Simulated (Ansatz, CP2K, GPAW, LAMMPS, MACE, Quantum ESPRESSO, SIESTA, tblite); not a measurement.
# From one method to another: forces in amorphous 29Ga2O3-71GeO2 (mol %) (86 atoms)

86 atoms (14 Fe, 17 Ge, 55 O) placed at random at 3.54 g/cm³, melted at 5000 K for 10 ps at fixed volume with the Morse and Coulomb pair potential with partial charges (Pedone, Malavasi, Menziani, Cormack and Segre, J. Phys. Chem. B 110, 11780 (2006)). Quenched from 5000 K to 300 K at 100 K/ps and fixed volume, held 5 ps, then minimised at fixed cell. Then Fe was replaced by Ga and the cell scaled by 1.006 (the potential has no terms for the new elements, so the cell is a start for a DFT relaxation).

Two calculations on one geometry. First: GFN1-xTB tight binding, diagonalisation; levels smeared at 580 K; periodic xTB differs between programs (tblite 0.8.0; Γ point). Second: Kohn-Sham DFT, PBE, SSSP efficiency 1.3.0 pseudopotentials, plane waves; sssp-1.3.0-efficiency; 60/480 Ry; levels smeared at 580 K (Quantum ESPRESSO 7.5; sssp-pbe-1.3.0-efficiency, cutoffs 60/480 Ry, Γ point).

Cell vectors (Å):

```
11.142 0.000 0.000
0.000 11.142 0.000
0.000 0.000 11.142
```

Atom, position (Å) and force of the first calculation (eV/Å):

```
1 Ga 9.002 3.279 6.398 -0.099 -0.025 -0.075
2 Ga 8.914 10.572 9.692 0.599 -0.100 0.024
3 Ga 9.956 6.596 2.277 0.187 -0.300 -0.226
4 Ga 10.732 2.377 8.827 0.832 0.471 0.646
5 Ga 5.110 2.273 2.528 0.450 -0.413 -0.075
6 Ga 0.761 10.753 9.601 0.672 -0.019 -1.168
7 Ga 10.235 1.299 0.956 0.756 -0.112 1.082
8 Ga 10.487 10.251 3.635 -0.382 0.981 -0.099
9 Ga 5.336 0.852 8.841 -0.416 0.164 -1.641
10 Ga 9.968 7.043 5.569 -0.369 -0.211 0.121
11 Ga 10.715 9.822 6.616 -0.204 0.429 0.080
12 Ga 2.737 10.875 6.965 -0.782 -0.464 -0.573
13 Ga 8.103 1.572 3.791 0.174 0.524 0.595
14 Ga 8.194 5.017 4.542 0.451 -0.862 0.694
15 Ge 3.805 9.317 9.695 -0.153 0.640 -0.267
16 Ge 7.725 0.048 7.022 1.116 -0.278 -0.164
17 Ge 0.662 5.080 10.702 -1.043 -0.387 -0.893
18 Ge 10.476 7.445 9.012 -0.721 -0.069 -0.028
19 Ge 5.146 10.156 1.559 0.406 0.525 0.373
20 Ge 2.695 2.869 9.582 -0.307 -0.614 -0.868
21 Ge 1.568 5.964 4.045 0.058 -0.373 0.262
22 Ge 8.138 4.866 9.362 0.246 0.303 -0.570
23 Ge 8.301 9.777 1.899 -0.348 -0.032 -0.332
24 Ge 5.792 2.674 5.750 0.247 0.354 0.465
25 Ge 3.633 8.746 4.220 0.540 0.494 0.859
26 Ge 0.654 1.736 5.579 0.365 -1.095 -0.066
27 Ge 8.005 3.902 1.551 -0.623 -0.747 0.056
28 Ge 1.633 3.025 2.555 -0.257 -0.458 0.405
29 Ge 5.411 6.606 8.242 0.335 0.129 -0.992
30 Ge 3.195 4.535 6.630 0.992 -0.292 0.391
31 Ge 6.758 8.195 5.603 -0.266 -0.084 0.600
32 O 8.558 5.243 2.588 0.349 1.031 0.279
33 O 11.008 0.228 5.178 -0.429 -0.629 -0.396
34 O 5.738 1.489 7.027 -0.975 0.146 0.700
35 O 2.172 1.344 6.257 1.182 -0.453 0.404
36 O 4.294 3.514 5.720 -1.078 0.301 -0.596
37 O 2.177 4.164 10.653 1.087 0.530 0.751
38 O 7.973 7.123 4.923 0.030 0.244 -0.236
39 O 8.728 2.302 1.736 0.667 -0.603 -0.414
40 O 1.516 1.570 9.392 -0.488 0.097 -0.092
41 O 2.007 5.235 5.577 -0.136 -0.155 0.729
42 O 1.003 10.386 7.705 0.108 -0.251 0.126
43 O 9.488 5.206 6.026 -0.158 0.477 -0.694
44 O 4.044 10.538 8.400 0.599 0.811 -0.732
45 O 6.430 3.612 2.178 -1.167 -0.002 -0.435
46 O 8.533 10.588 0.406 -0.009 0.234 -1.185
47 O 10.337 8.892 4.953 0.240 0.267 0.194
48 O 1.791 4.749 2.856 0.378 0.602 -0.578
49 O 8.576 10.893 3.260 -0.224 0.571 0.903
50 O 8.574 3.499 8.329 0.114 0.072 -0.031
51 O 2.176 9.621 10.084 -1.015 -0.209 0.700
52 O 4.735 9.889 11.035 0.311 -0.155 0.107
53 O 3.993 9.614 2.743 -0.715 -0.227 -0.143
54 O 10.250 0.859 10.019 -0.092 -0.187 0.257
55 O 6.133 1.864 4.241 -0.365 -0.570 -1.173
56 O 0.640 6.508 9.639 1.185 0.440 -0.305
57 O 2.990 9.711 5.497 -0.111 0.264 0.200
58 O 6.427 7.499 7.155 0.023 -0.101 0.582
59 O 2.535 7.405 3.946 0.238 0.173 -0.520
60 O 4.517 7.832 9.137 -0.214 -0.333 0.516
61 O 4.246 5.758 7.292 -0.087 0.534 0.074
62 O 11.008 6.401 3.942 -0.261 0.284 -0.294
63 O 5.238 8.242 4.777 0.130 -0.442 -0.394
64 O 6.975 3.964 5.749 0.137 0.913 0.427
65 O 10.884 3.912 9.809 -0.661 -0.531 -0.400
66 O 4.221 2.075 9.691 1.060 -0.138 0.386
67 O 9.352 8.432 2.194 0.447 -1.427 -0.022
68 O 8.189 1.377 6.048 0.433 -0.036 -0.218
69 O 0.519 2.550 1.320 0.040 -0.152 0.026
70 O 7.267 9.823 6.059 -0.445 -0.292 -0.731
71 O 8.997 3.158 4.333 -0.025 -0.746 0.316
72 O 6.643 9.338 1.915 -0.413 -1.044 0.159
73 O 10.932 5.742 0.901 -0.125 0.303 0.822
74 O 0.920 2.505 4.078 -0.291 0.300 0.242
75 O 10.520 7.829 7.309 0.177 -0.246 -0.830
76 O 5.556 0.657 1.721 -0.465 0.962 0.095
77 O 6.516 5.488 8.994 -0.509 -0.142 0.463
78 O 10.915 10.986 1.980 0.436 0.244 0.238
79 O 7.147 0.039 8.729 -0.980 0.293 1.207
80 O 9.125 6.334 9.220 -0.707 0.019 0.163
81 O 10.261 9.069 9.666 -0.074 0.237 0.750
82 O 10.802 2.404 6.876 -0.723 0.894 0.832
83 O 3.249 2.442 2.432 1.068 -0.114 -0.097
84 O 2.646 3.703 8.039 -0.471 0.351 -0.615
85 O 9.312 10.668 7.627 0.693 -0.695 0.268
86 O 8.091 4.350 11.033 -0.178 0.211 -0.408
```

Q: Give the forces of the second method.

Atom and force (eV/Å):

```
1 -0.679 -0.139 -0.196
2 -0.074 -0.849 -0.114
3 0.369 -0.130 -1.091
4 1.278 1.073 0.407
5 -0.140 -0.278 -0.134
6 1.370 -0.385 -0.981
7 0.715 0.142 1.875
8 -0.106 1.224 -0.150
9 -0.707 0.715 -1.403
10 -0.538 -0.057 0.646
11 -0.040 0.169 -0.176
12 -0.621 -0.418 -1.105
13 -0.220 0.599 0.551
14 -0.374 -0.921 0.705
15 -0.041 -0.398 -0.069
16 -0.672 -0.168 -0.563
17 -0.757 -0.245 -0.753
18 -0.920 -1.219 0.650
19 0.013 0.138 0.803
20 -0.237 0.132 -0.897
21 1.392 -0.721 0.239
22 0.517 1.196 -0.416
23 -0.721 -0.170 -0.662
24 0.287 0.644 0.860
25 1.171 0.370 0.861
26 1.092 -0.802 -0.716
27 -0.587 -0.793 -0.759
28 0.025 -0.638 0.614
29 0.306 0.043 -0.997
30 1.419 -0.270 0.591
31 -1.314 0.323 0.880
32 0.560 1.645 1.018
33 -1.177 -2.086 -0.362
34 -0.120 -1.378 1.480
35 1.876 -0.325 0.864
36 -1.238 0.170 -0.958
37 1.377 0.635 1.287
38 1.411 -0.765 -0.731
39 0.784 -1.475 0.069
40 -1.863 -0.965 -0.307
41 -0.712 -0.074 0.802
42 -0.055 -0.140 0.307
43 -0.405 0.449 -1.114
44 0.717 1.317 -1.198
45 -1.516 -0.037 0.297
46 0.430 1.289 -2.231
47 0.320 0.289 0.601
48 0.379 0.848 -1.081
49 0.064 0.889 1.438
50 0.689 -1.100 -0.573
51 -1.963 -0.075 0.802
52 0.645 0.156 -0.331
53 -1.150 -0.153 -0.231
54 0.193 -0.503 0.318
55 -0.014 -1.081 -2.061
56 1.738 0.512 -0.323
57 -0.607 0.591 0.795
58 0.506 0.098 0.710
59 -0.032 0.221 -0.671
60 -0.340 -0.234 0.693
61 -0.251 0.594 -0.117
62 -1.552 0.703 -0.075
63 0.114 -0.582 -0.615
64 1.413 1.458 0.493
65 -1.523 -1.022 -0.768
66 1.785 -0.591 0.560
67 1.289 -1.785 0.533
68 0.522 1.332 -1.299
69 -0.560 -0.095 -0.968
70 -0.207 -0.240 -0.947
71 0.159 -0.379 0.542
72 -0.383 -1.587 0.314
73 -0.660 0.612 1.556
74 -0.652 0.419 0.395
75 0.174 0.517 -2.332
76 0.183 1.815 0.039
77 -0.430 -0.566 0.723
78 0.121 -0.147 0.021
79 -0.722 0.242 1.593
80 -0.744 0.164 0.154
81 0.018 1.739 0.843
82 -1.611 1.249 1.363
83 1.739 -0.445 -0.234
84 -0.890 0.129 -0.470
85 0.986 -0.527 1.252
86 -0.019 0.109 -0.365
```

The two sets differ by 528 meV/Å r.m.s., 61 % of the r.m.s. force of the Quantum ESPRESSO run. Periodic xTB results under one method name differ between programs and library versions. The network of bonds at the start is that of the classical potential that made the cell, and needn't be the one that DFT or experiment would give. The electronic-structure runs sample only Γ, in a cell whose shortest periodic width is 11 Å.

[Logs are printed without paths, hosts, clocks, repeated set-up lines and the standing remarks that a program may print on its own settings, such as how far it seeks lower states.]

[Hosts, paths, dates, database ids (printed as entryN), source tags and the programs' standing remarks are cut or masked in the printed files.]
